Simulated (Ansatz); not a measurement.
# A hypothetical structure for ZnGaGePb2

This structure for ZnGaGePb2 is made up. Its elements were placed in a known structure type with a cell scaled to their sizes. What cell does the guess relax to, and how far off was it?

Program: Ansatz 0.2.0. Level of theory: DFT, r2SCAN, plane-wave PAW, default files, scalar-relativistic, no spin, cell and ions relaxed at zero pressure, in the first sound run; inputs show where later runs differ. Results are calculated unless marked as measured.

### 1. The starting structure

The structure is tetragonal, space group I4mm (No. 107). The conventional cell has a = 4.475 Å, b = 4.475 Å, c = 10.105 Å, α = 90.00°, β = 90.00°, γ = 90.00°. Nearest to Pb lie 2 Ga at 2.44 Å and 2 Ge at 2.77 Å and 4 Pb at 3.16 Å and 4 Zn at 3.36 to 3.39 Å. Nearest to Ge lie 1 Ga at 2.43 Å. Nearest to Ga lie 1 Ge at 2.43 Å and 4 Pb at 2.44 Å. Nearest to Zn lie 4 Ge at 3.28 Å and 8 Pb at 3.36 to 3.39 Å. Farther neighbours are not listed.

As a file:

```cif
data_structure
_symmetry_space_group_name_H-M 'I4mm'
_symmetry_Int_Tables_number 107
_cell_length_a 4.4750
_cell_length_b 4.4750
_cell_length_c 10.1050
_cell_angle_alpha 90.000
_cell_angle_beta 90.000
_cell_angle_gamma 90.000
_cell_volume 202.36
loop_
_atom_site_label
_atom_site_type_symbol
_atom_site_symmetry_multiplicity
_atom_site_Wyckoff_symbol
_atom_site_fract_x
_atom_site_fract_y
_atom_site_fract_z
_atom_site_occupancy
Pb1 Pb 4 b 0.00000 0.50000 0.34190 1
Ge1 Ge 2 a 0.00000 0.00000 0.00360 1
Ga1 Ga 2 a 0.00000 0.00000 0.24440 1
Zn1 Zn 2 a 0.50000 0.50000 0.08980 1
```

### 2. Relaxing cell and atoms

The guessed cell has no reason to be at equilibrium. It is relaxed with the atoms, within the space group of the guess.

The input, input.yaml:

```yaml
crystal:
  lattice:
    - [-2.2375, 2.2375, 5.0525]
    - [2.2375, -2.2375, 5.0525]
    - [2.2375, 2.2375, -5.0525]
  atoms:
    - { symbol: Pb, position: [0.8419, 0.3419, 0.5] }
    - { symbol: Pb, position: [0.3419, 0.8419, 0.5] }
    - { symbol: Ge, position: [0.0036, 0.0036, 0.0] }
    - { symbol: Ga, position: [0.2444, 0.2444, 0.0] }
    - { symbol: Zn, position: [0.5898, 0.5898, 0.0] }
kpoints:
  mp_grid: { grid: [8, 8, 8] }
scf:
  occupations: { method: fermi_dirac, width: 0.05 }
hamiltonian:
  xc: r2scan
  pseudopotentials: { kind: paw }
relax:
  f_tol: 0.015
  max_steps: 70
  cell: {}
output:
  forces: true
  stress: true
```

Run with:

```sh
> ansatz run input.yaml --threads 4 --pin off --max-ram 8192MiB --backend cpu --events-out ev --progress --plain --runs-dir out
```

Numbers of over 12 decimals in the logs are rounded to 6 here.

Output:

```text
Engine: ansatz 0.2.0, aarch64-unknown-linux-gnu
Pseudopotentials: kind: paw
Pseudopotential: Pb, paw, valence charge 14, recommended cutoff 500 eV (meta_gga), Pb.paw.azcp
Pseudopotential: Ge, paw, valence charge 14, recommended cutoff 500 eV (meta_gga), Ge.paw.azcp
Pseudopotential: Ga, paw, valence charge 13, recommended cutoff 500 eV (meta_gga), Ga.paw.azcp
Pseudopotential: Zn, paw, valence charge 12, recommended cutoff 500 eV (meta_gga), Zn.paw.azcp
Functional definition: r2SCAN
  parameter k0 = 0.174
  parameter k1 = 0.065
  parameter a1 = 4.9479
  exchange = r2scan_x(k0 = k0, k1 = k1, a1 = a1)
  correlation = r2scan_c
Crystal: 5 atoms, lattice volume = 101.179 Å³
Basis set: ecut = 500 eV, 2559 PW (Γ), exchange–correlation on 180×180×180 points (64 copies of the dense FFT grid, shifted against one another)
Bands: 41, of which v1, the nominal top of the filled ones, is band 34 counted from 1 (33 counted from 0)
Symmetry: 8 space group operations
Space group: I4mm (ITA 107), of the structure as read, at distance tolerance 4.7e-5 Å
k-points: 59 of 512 (time reversal used)
Non-local potential: Pb, projectors of the file, l = 0: 2, l = 1: 2, l = 2: 2, l = 3: 2
Non-local potential: Ge, projectors of the file, l = 0: 2, l = 1: 2, l = 2: 3, l = 3: 1
Non-local potential: Ga, projectors of the file, l = 0: 2, l = 1: 2, l = 2: 3, l = 3: 1
Non-local potential: Zn, projectors of the file, l = 0: 2, l = 1: 2, l = 2: 3, l = 3: 1
PAW form: soft (Blöchl's): semilocal exchange-correlation on the pseudo side does not see the compensation charge
PAW frozen core: Pb, regenerated for the run's functional (the file was generated under x = pbe(κ = 0.804, μ = 0.219515), c = pbe(β = 0.066725))
PAW frozen core: Ge, regenerated for the run's functional (the file was generated under x = pbe(κ = 0.804, μ = 0.219515), c = pbe(β = 0.066725))
PAW frozen core: Ga, regenerated for the run's functional (the file was generated under x = pbe(κ = 0.804, μ = 0.219515), c = pbe(β = 0.066725))
PAW frozen core: Zn, regenerated for the run's functional (the file was generated under x = pbe(κ = 0.804, μ = 0.219515), c = pbe(β = 0.066725))
PAW one-centre angular grid: Pb, 590 points (default); XC on 160 Gauss nodes
PAW one-centre angular grid: Ge, 590 points (default); XC on 160 Gauss nodes
PAW one-centre angular grid: Ga, 590 points (default); XC on 160 Gauss nodes
PAW one-centre angular grid: Zn, 590 points (default); XC on 261 of its mesh's 2673 points in the sphere
Initial density: superposition of atomic densities (neutral atoms: chi_scale 0, normalization atom), corrected by the library's trained network
Initial wavefunctions: pseudopotential atomic-orbital guess
Functional: x = r2scan, c = r2scan; τ floored in thin density (d = 2e-4 eV/Å³)
SCF iter   1: F=—  HF=-35255.858587 eV  |F-HF|=—  |Δ(HF+E_count)|=         —  Δρ=1.24e-2  dr2=9.04e-2  dr2_τ=3.09e-2  ethr=1.77e-3  ⟨swp⟩=8.6  Hψ=12121  notcnv=0  defer=8
preconditioner: auto → Kerker (q_TF=auto, 2.547 Å⁻¹)  [metal: Δε(μ)=0.021 eV  Ē_g=18.064 eV  σ=0.050 eV  W_gap=0.11  n_scr=32 (ndim 8)  ℏωp=30.2 eV  f_vac=0.000  D(μ)=1.72/eV (n_scr^D=10)]
SCF iter   2: F=—  HF=-35255.927892 eV  |F-HF|=—  |Δ(HF+E_count)|=   6.93e-2  Δρ=4.39e-3  dr2=1.76e-2  dr2_τ=3.23e-4  ethr=1.35e-4  ⟨swp⟩=2.5  Hψ=5264  notcnv=0  defer=93
SCF iter   3: F=—  HF=-35255.926003 eV  |F-HF|=—  |Δ(HF+E_count)|=   1.89e-3  Δρ=3.12e-3  dr2=9.87e-3  dr2_τ=5.80e-5  ethr=2.63e-5  ⟨swp⟩=2.0  Hψ=3292  notcnv=0  defer=93
SCF iter   4: F=—  HF=-35255.924870 eV  |F-HF|=—  |Δ(HF+E_count)|=   1.13e-3  Δρ=1.06e-3  dr2=1.34e-3  dr2_τ=1.43e-5  ethr=1.47e-5  ⟨swp⟩=3.0  Hψ=4155  notcnv=0  defer=93
SCF iter   5: F=—  HF=-35255.925112 eV  |F-HF|=—  |Δ(HF+E_count)|=   2.42e-4  Δρ=5.27e-4  dr2=3.17e-4  dr2_τ=2.85e-6  ethr=2.00e-6  ⟨swp⟩=2.0  Hψ=4308  notcnv=0  defer=93
SCF iter   6: F=—  HF=-35255.925141 eV  |F-HF|=—  |Δ(HF+E_count)|=   2.94e-5  Δρ=1.96e-4  dr2=5.66e-5  dr2_τ=3.89e-7  ethr=4.73e-7  ⟨swp⟩=2.0  Hψ=4308  notcnv=0  defer=93
SCF iter   7: F=—  HF=-35255.925140 eV  |F-HF|=—  |Δ(HF+E_count)|=   1.00e-6  Δρ=8.37e-5  dr2=7.06e-6  dr2_τ=8.71e-8  ethr=8.44e-8  ⟨swp⟩=2.0  Hψ=4317  notcnv=0  defer=93
SCF iter   8: F=—  HF=-35255.925139 eV  |F-HF|=—  |Δ(HF+E_count)|=   9.70e-7  Δρ=3.59e-5  dr2=1.47e-6  dr2_τ=1.39e-8  ethr=1.05e-8  ⟨swp⟩=2.0  Hψ=4340  notcnv=0  defer=93
SCF iter   9: F=—  HF=-35255.925140 eV  |F-HF|=—  |Δ(HF+E_count)|=   7.77e-7  Δρ=1.22e-5  dr2=2.50e-7  dr2_τ=2.68e-9  ethr=2.19e-9  ⟨swp⟩=2.0  Hψ=3442  notcnv=0  defer=93
SCF iter  10: F=-35255.925140 eV  HF=-35255.925140 eV  |F-HF|=1.08e-9  |Δ(HF+E_count)|=   8.02e-8  Δρ=3.31e-6  dr2=1.27e-8  dr2_τ=1.37e-10  ethr=1.49e-10  ⟨swp⟩=5.0  Hψ=8446  notcnv=0
SCF 1 converged in 10 iterations: F = -35255.925140 eV  dr2 = 1.27e-8
  greatest PAW one-centre occupation: 0.998 electrons in one spin orbital (limit 2), on the Ge atom at site 2 (counted from 0), in its partial waves of l = 2
relax step   1: F+E_penalty+E_count = -35255.92514034 eV  Δ(F+E_penalty+E_count) = +0.000e0 eV  max|allowed force component| = 4.351e0 eV/Å  Δτ_max = 0.0000 Å  P = +26.985 GPa  Ω = 101.179 Å³  (10 SCF iters, dr2 threshold 1.00e-7 eV, accepted)
Crystal: 5 atoms, lattice volume = 113.514 Å³
Basis set: ecut = 500 eV, 2923 PW (Γ), exchange–correlation on 180×180×180 points (64 copies of the dense FFT grid, shifted against one another)
Initial density: handed on by an earlier stage of this run
Initial wavefunctions: those handed on with the density
iter 1 solved again at ethr=1.06e-4 eV; its pass at ethr=3.10e-3 eV (dr2=7.10e-2 eV) is discarded
SCF iter   1: F=—  HF=-35256.942759 eV  |F-HF|=—  |Δ(HF+E_count)|=         —  Δρ=8.43e-3  dr2=7.19e-2  dr2_τ=4.29e-1  ethr=1.06e-4  ⟨swp⟩=2.4  Hψ=16302  notcnv=0
preconditioner: auto → Kerker (q_TF=auto, 2.499 Å⁻¹)  [metal: Δε(μ)=0.060 eV  Ē_g=17.379 eV  σ=0.050 eV  W_gap=0.27  n_scr=32 (ndim 8)  ℏωp=28.5 eV  f_vac=0.005  D(μ)=1.25/eV (n_scr^D=2)]
SCF iter   2: F=—  HF=-35257.919483 eV  |F-HF|=—  |Δ(HF+E_count)|=   9.77e-1  Δρ=4.55e-3  dr2=1.74e-2  dr2_τ=3.10e-4  ethr=1.06e-4  ⟨swp⟩=3.2  Hψ=5017  notcnv=0  defer=2
SCF iter   3: F=—  HF=-35257.919407 eV  |F-HF|=—  |Δ(HF+E_count)|=   7.66e-5  Δρ=2.26e-3  dr2=5.83e-3  dr2_τ=5.73e-5  ethr=2.60e-5  ⟨swp⟩=1.8  Hψ=3412  notcnv=0  defer=26
SCF iter   4: F=—  HF=-35257.920045 eV  |F-HF|=—  |Δ(HF+E_count)|=   6.39e-4  Δρ=9.25e-4  dr2=7.54e-4  dr2_τ=8.42e-6  ethr=8.70e-6  ⟨swp⟩=2.0  Hψ=3744  notcnv=0  defer=26
SCF iter   5: F=—  HF=-35257.919690 eV  |F-HF|=—  |Δ(HF+E_count)|=   3.55e-4  Δρ=4.03e-4  dr2=2.25e-4  dr2_τ=1.50e-6  ethr=1.13e-6  ⟨swp⟩=3.1  Hψ=4542  notcnv=0  defer=26
[...]
SCF iter   4: F=—  HF=-35258.624479 eV  |F-HF|=—  |Δ(HF+E_count)|=   4.98e-5  Δρ=6.31e-4  dr2=6.52e-4  dr2_τ=6.04e-6  ethr=1.09e-5  ⟨swp⟩=2.0  Hψ=3882  notcnv=0
SCF iter   5: F=—  HF=-35258.624392 eV  |F-HF|=—  |Δ(HF+E_count)|=   8.67e-5  Δρ=3.15e-4  dr2=1.57e-4  dr2_τ=2.33e-6  ethr=9.73e-7  ⟨swp⟩=3.1  Hψ=4437  notcnv=0
SCF iter   6: F=—  HF=-35258.624415 eV  |F-HF|=—  |Δ(HF+E_count)|=   2.30e-5  Δρ=1.38e-4  dr2=2.80e-5  dr2_τ=3.22e-7  ethr=2.35e-7  ⟨swp⟩=2.1  Hψ=4082  notcnv=0
SCF iter   7: F=—  HF=-35258.624438 eV  |F-HF|=—  |Δ(HF+E_count)|=   2.27e-5  Δρ=1.07e-4  dr2=1.01e-5  dr2_τ=1.54e-7  ethr=4.18e-8  ⟨swp⟩=3.0  Hψ=4779  notcnv=0
SCF iter   8: F=—  HF=-35258.624432 eV  |F-HF|=—  |Δ(HF+E_count)|=   5.98e-6  Δρ=3.01e-5  dr2=1.08e-6  dr2_τ=1.25e-8  ethr=1.51e-8  ⟨swp⟩=3.0  Hψ=4230  notcnv=0
SCF iter   9: F=-35258.624432 eV  HF=-35258.624432 eV  |F-HF|=8.63e-9  |Δ(HF+E_count)|=   6.59e-7  Δρ=7.63e-6  dr2=9.87e-8  dr2_τ=2.84e-9  ethr=7.46e-10  ⟨swp⟩=6.0  Hψ=11349  notcnv=0
SCF 3 converged in 9 iterations: F = -35258.624432 eV  dr2 = 9.87e-8
relax step   3: F+E_penalty+E_count = -35258.62443240 eV  Δ(F+E_penalty+E_count) = -7.047e-1 eV  max|allowed force component| = 4.253e-1 eV/Å  Δτ_max = 0.0910 Å  P = +4.417 GPa  Ω = 123.806 Å³  energy of the carried Pulay correction = -4.200e-3 eV  (9 SCF iters, dr2 threshold 5.00e-7 eV, accepted)
[... from here on, the SCF cycles and remarks between the steps are left out ...]
relax step   4: F+E_penalty+E_count = -35258.79996628 eV  Δ(F+E_penalty+E_count) = -1.755e-1 eV  max|allowed force component| = 1.742e-1 eV/Å  Δτ_max = 0.0768 Å  P = -0.549 GPa  Ω = 136.397 Å³  energy of the carried Pulay correction = -6.194e-3 eV  (10 SCF iters, dr2 threshold 5.00e-7 eV, accepted)
relax step   5: F+E_penalty+E_count = -35258.80508321 eV  Δ(F+E_penalty+E_count) = -5.117e-3 eV  max|allowed force component| = 6.306e-2 eV/Å  Δτ_max = 0.0117 Å  P = -0.153 GPa  Ω = 135.085 Å³  energy of the carried Pulay correction = -5.996e-3 eV  (7 SCF iters, dr2 threshold 5.00e-7 eV, accepted)
relax step   6: F+E_penalty+E_count = -35258.80754460 eV  Δ(F+E_penalty+E_count) = -2.461e-3 eV  max|allowed force component| = 4.331e-2 eV/Å  Δτ_max = 0.0336 Å  P = -0.063 GPa  Ω = 134.805 Å³  energy of the carried Pulay correction = -5.953e-3 eV  (8 SCF iters, dr2 threshold 2.49e-7 eV, accepted)
relax step   7: F+E_penalty+E_count = -35258.81125257 eV  Δ(F+E_penalty+E_count) = -3.708e-3 eV  max|allowed force component| = 1.899e-2 eV/Å  Δτ_max = 0.1212 Å  P = +0.110 GPa  Ω = 134.467 Å³  energy of the carried Pulay correction = -5.902e-3 eV  (10 SCF iters, dr2 threshold 1.17e-7 eV, accepted)
relax step   8: F+E_penalty+E_count = -35258.81135966 eV  Δ(F+E_penalty+E_count) = -1.071e-4 eV  max|allowed force component| = 1.950e-3 eV/Å  Δτ_max = 0.0048 Å  P = +0.026 GPa  Ω = 134.754 Å³  energy of the carried Pulay correction = -5.946e-3 eV  (7 SCF iters, dr2 threshold 3.50e-8 eV, accepted)
relax step   9: F+E_penalty+E_count = -35258.82124690 eV  Δ(F+E_penalty+E_count) = -9.887e-3 eV  max|allowed force component| = 2.046e-3 eV/Å  Δτ_max = 0.0000 Å  P = +0.046 GPa  Ω = 134.754 Å³  stress off target by 5.22e-2 GPa  SCF on the basis re-selected at this cell (its energy is not comparable with the rows above)  (10 SCF iters)
relax step  10: F+E_penalty+E_count = -35258.82124911 eV  Δ(F+E_penalty+E_count) = -2.209e-6 eV  max|allowed force component| = 1.262e-3 eV/Å  Δτ_max = 0.0036 Å  P = -0.000 GPa  Ω = 134.915 Å³  energy of the carried Pulay correction = -2.471e-5 eV  (8 SCF iters, dr2 threshold 6.81e-9 eV, accepted)
iter 1 solved again at ethr=5.04e-8 eV; its pass at ethr=3.10e-3 eV (dr2=3.37e-5 eV) is discarded
SCF iter   1: F=—  HF=-35258.821308 eV  |F-HF|=—  |Δ(HF+E_count)|=         —  Δρ=1.24e-5  dr2=6.11e-9  dr2_τ=7.84e-10  ethr=5.04e-8  ⟨swp⟩=3.2  Hψ=17675  notcnv=0
preconditioner: auto → Kerker (q_TF=auto, 2.428 Å⁻¹)  [metal: Δε(μ)=0.046 eV  Ē_g=16.682 eV  σ=0.050 eV  W_gap=0.23  n_scr=32 (ndim 8)  ℏωp=26.2 eV  f_vac=0.007  D(μ)=1.86/eV (n_scr^D=10)]
SCF iter   2: F=—  HF=-35258.821274 eV  |F-HF|=—  |Δ(HF+E_count)|=   3.37e-5  Δρ=6.34e-6  dr2=3.11e-9  dr2_τ=1.03e-8  ethr=9.11e-12  ⟨swp⟩=3.1  Hψ=5066  notcnv=0
SCF iter   3: F=—  HF=-35258.821275 eV  |F-HF|=—  |Δ(HF+E_count)|=   6.99e-7  Δρ=1.26e-6  dr2=7.22e-10  dr2_τ=3.78e-10  ethr=4.65e-12  ⟨swp⟩=2.0  Hψ=4421  notcnv=0
SCF iter   4: F=—  HF=-35258.821275 eV  |F-HF|=—  |Δ(HF+E_count)|=   2.37e-8  Δρ=4.80e-7  dr2=2.84e-10  dr2_τ=4.42e-11  ethr=1.08e-12  ⟨swp⟩=2.0  Hψ=4417  notcnv=0
SCF iter   5: F=—  HF=-35258.821275 eV  |F-HF|=—  |Δ(HF+E_count)|=   2.92e-9  Δρ=2.67e-7  dr2=9.39e-11  dr2_τ=1.75e-12  ethr=1.00e-12  ⟨swp⟩=2.0  Hψ=2989  notcnv=0
SCF iter   6: F=-35258.821275 eV  HF=-35258.821275 eV  |F-HF|=6.55e-11  |Δ(HF+E_count)|=  4.37e-11  Δρ=9.30e-8  dr2=1.45e-11  dr2_τ=1.23e-12  ethr=1.00e-12  ⟨swp⟩=4.9  Hψ=8556  notcnv=0
SCF 11 converged in 6 iterations: F = -35258.821275 eV  dr2 = 1.45e-11
relax step  11: F+E_penalty+E_count = -35258.82127495 eV  Δ(F+E_penalty+E_count) = -2.585e-5 eV  max|allowed force component| = 1.277e-3 eV/Å  Δτ_max = 0.0000 Å  P = +0.000 GPa  Ω = 134.915 Å³  stress off target by 1.26e-3 GPa  SCF on the basis re-selected at this cell (its energy is not comparable with the rows above)  (6 SCF iters)
basis re-selected at this cell: Δ(F+E_penalty+E_count) = -2.585e-5 eV, ΔP = +0.000 GPa vs the last step (what re-selecting the basis moved, of the pressure what is left beyond the Pulay correction that the steps carried, after the strain that the cell walked since its last selection, with what the two solves' SCF thresholds leave and, on support functions, any second-order correction that the steps lacked; it is no m [...]
SCF converged after 6 iterations
Free energy (F): -35258.821275 eV
Harris-Foulkes:  -35258.821275 eV  (|F-HF|=6.55e-11)
Internal energy: -35258.806218 eV  (E = F + TS)
E sigma→0 (E₀):  -35258.813747 eV
Entropy (-TS):   -0.015057 eV (-3.011 meV/atom)
Fermi energy:    8.225041 eV
--- Per-component energies (eV) ---
  E_band       = -355.886241
  E_kinetic    = 931.568503
  E_local      = -8640.349080  (includes V_loc(G=0)·N_el)
  E_nonlocal   = 2160.153349
  E_hartree    = 3734.832469
  E_xc         = -668.042980
  E_vxc        = -466.624910  (∫ρ·V_xc dr)
  E_paw        = -26752.178380  (= ΣΔE_a)
  E_vpaw       = -1841.827686  (= ΣTr[D̂ρ^β])
  E_aug_tail   = -0.000036  (compensation charges beyond the density's cutoff)
  E_vtau       = 31.528576  (kinetic-family band-sum trace: ∫τ·v_τ [+ j·A + Jᵃ·Aᵃ] dr)
  E_ewald      = -6024.799615
  E_core_change = 0.009550  (= ΣΔE_core)
  E_smearing   = -0.015057  (= −TS)
  E_closure    = 0.000000  (closes the sum)
  Σ components = -35258.821275   (vs F -35258.821275, Δ=0.00e0)
--- Forces (eV/Å), atoms counted from 1 ---
  atom   1  Pb     0.00000000     0.00000000     0.00027238
  atom   2  Pb     0.00000000     0.00000000     0.00027238
  atom   3  Ge    -0.00000000    -0.00000000    -0.00127734
  atom   4  Ga     0.00000000     0.00000000     0.00049151
  atom   5  Zn     0.00000000     0.00000000     0.00024113
  max |Σ_I F_I| component: 5.45e-8 eV/Å
--- Stress (GPa, compression-positive) ---
        0.000725       0.000000      -0.000000
        0.000000       0.000725       0.000000
       -0.000000       0.000000      -0.001261
  P = ⅓ Tr σ = 0.0001 GPa (0.001 kbar)
--- Relaxed structure (9 steps of the walk, 9 accepted, 2 SCFs on fresh bases) ---
  F+E_penalty+E_count = -35258.82127495 eV   max|allowed force component| = 1.277e-3 eV/Å   (the final SCF, on the basis selected at the relaxed cell)
  cell:  # Å, volume = 134.9150 Å³
    - [-2.534755, 2.534755, 5.249623]
    - [2.534755, -2.534755, 5.249623]
    - [2.534755, 2.534755, -5.249623]
  atoms:
    - { symbol: Pb, position: [0.850721, 0.350721, 0.5] }
    - { symbol: Pb, position: [0.350721, 0.850721, 0.5] }
    - { symbol: Ge, position: [-0.012915, -0.012915, 0] }
    - { symbol: Ga, position: [0.218174, 0.218174, 0] }
    - { symbol: Zn, position: [0.614899, 0.614899, 0] }
```

The job ended after 2.2 min (4 threads of Arm Neoverse V2, shared host; peak memory 1.1 GiB; 8.7 min of CPU time).

The steps of the relaxation:

```
step  energy less that of the first step (eV)  largest force component (eV/Å)  pressure (GPa)  volume (Å³)
   1                                   0.0000                          4.3509           26.98       101.18
   2                                  -1.9946                          1.4473           11.46       113.51
   3                                  -2.6993                          0.4253            4.42       123.81
   4                                  -2.8748                          0.1742           -0.55       136.40
   5                                  -2.8799                          0.0631           -0.15       135.09
   6                                  -2.8824                          0.0433           -0.06       134.80
   7                                  -2.8861                          0.0190            0.11       134.47
   8                                  -2.8862                          0.0019            0.03       134.75
  9*                                  -2.8961                          0.0020            0.05       134.75
  10                                  -2.8961                          0.0013            0.00       134.91
 11*                                  -2.8961                          0.0013            0.00       134.91
```

Relaxation steps marked * repeat the geometry before them on a plane-wave basis chosen anew for their cell, so energy and pressure can jump there.

Forces are held to the 8 operations that the run works with; a distortion that breaks them can't arise in this run.

```
     cell as run  before   after   change
           a (Å)   5.962   6.357   +6.6 %
           b (Å)   5.962   6.357   +6.6 %
           c (Å)   5.962   6.357   +6.6 %
           α (°)  135.91  133.00   -2.1 %
           β (°)  135.91  133.00   -2.1 %
           γ (°)   64.12   68.65   +7.1 %
volume (Å³/atom)   20.24   26.98  +33.3 %
```

The atoms that moved most (Å, as changes of fractional coordinates times the final cell):

```
atom     dx     dy      dz  length
 Ga4  0.000  0.000  -0.275   0.275
 Zn5  0.000  0.000   0.264   0.264
 Ge3  0.000  0.000  -0.173   0.173
 Pb2  0.000  0.000   0.093   0.093
 Pb1  0.000  0.000   0.093   0.093
```

Numbers from this step:

- free energy: -35258.8213 eV
- energy at zero smearing: -35258.8137 eV
- smearing term TS: 0.01506 eV
- Fermi energy: 8.225 eV
- electrons: 67
- symmetry operations: 8
- pressure: 6.28e-5 GPa

The shortest distance of each pair, which need not be the same contact before and after:

```
 pair  guess (Å)  relaxed (Å)
Ga–Ge      2.433        2.426
Ga–Pb      2.445        2.892
Ge–Pb      2.771        2.911
Pb–Zn      3.359        3.543
Pb–Pb      3.164        3.585
```

The relaxation ends with a largest force component of 0.0013 eV/Å and a pressure of 0.00 GPa.

[end of part 1 of 2]

[Logs are printed without paths, hosts, clocks, repeated set-up lines and the standing remarks that a program may print on its own settings, such as how far it seeks lower states.]

[Hosts, paths, dates, database ids (printed as entryN), source tags and the programs' standing remarks are cut or masked in the printed files.]
